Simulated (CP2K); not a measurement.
Imidazole monohydrate has these distinct N atoms: N3 (bonded to 2 C and H) and N5 (bonded to 2 C, takes 1 H bond).

```xyz
12

C    -0.5615   -0.8729   -0.5400
C    -0.2508   -0.4372   -1.8082
N     0.4735    0.7263   -1.6243
C     0.5760    0.9434   -0.2768
N    -0.0461   -0.0065    0.4068
O     0.1123   -0.4425    3.2390
H    -1.1140   -1.7598   -0.2504
H    -0.4707   -0.8293   -2.7934
H     0.8694    1.3047   -2.3572
H     1.1121    1.7854    0.1474
H    -0.7333   -0.1266    3.5947
H     0.0330   -0.2851    2.2623
```

Their partial N K spectra (CP2K XAS_TDP, all-electron GAPW, PBEh(45%), aug-cc-pVDZ, TDA, GW2X-corrected core level, no relativity) are given in random order, each times the number of alike atoms.

Gaussian full width 0.5 eV, oscillator strength per eV, alike atoms added, rows of zeros left out:

```csv
E (eV),curve 1,curve 2
400.25,0.010,0.000
400.50,0.059,0.000
400.75,0.090,0.000
401.00,0.035,0.000
401.25,0.003,0.000
402.75,0.000,0.008
403.00,0.000,0.045
403.25,0.002,0.064
403.50,0.004,0.023
403.75,0.002,0.003
404.00,0.002,0.009
404.25,0.005,0.028
404.50,0.005,0.021
404.75,0.002,0.004
405.00,0.001,0.000
405.25,0.001,0.000
405.75,0.001,0.000
406.00,0.010,0.000
406.25,0.028,0.002
406.50,0.026,0.004
406.75,0.018,0.006
407.00,0.017,0.011
407.25,0.013,0.010
407.50,0.019,0.007
407.75,0.023,0.016
408.00,0.017,0.048
408.25,0.017,0.051
408.50,0.012,0.026
```

Which curve belongs to which atom?

Curve 1: N5 (bonded to 2 C, takes 1 H bond), leading line at 400.70 eV (f = 0.049 an atom), ionisation energy 405.46 eV, term value 4.76 eV. Curve 2: N3 (bonded to 2 C and H), leading line at 403.19 eV (f = 0.035 an atom), ionisation energy 407.59 eV, term value 4.40 eV. The leading line of an atom is its first one with 35 % of the strongest within 2.5 eV of its lowest line over the strength cut. A line lies at the core ionisation energy, which rises as an atom loses charge to its neighbours or to a π system, less the term value, which is large for a low π* or σ* orbital with weight on that atom.

[Banner, clock and machine lines of the logs are left out without a mark of their own.]

[Logs are printed without paths, hosts, clocks, repeated set-up lines and the standing remarks that a program may print on its own settings, such as how far it seeks lower states.]

[Hosts, paths, dates, database ids (printed as entryN), source tags and the programs' standing remarks are cut or masked in the printed files.]
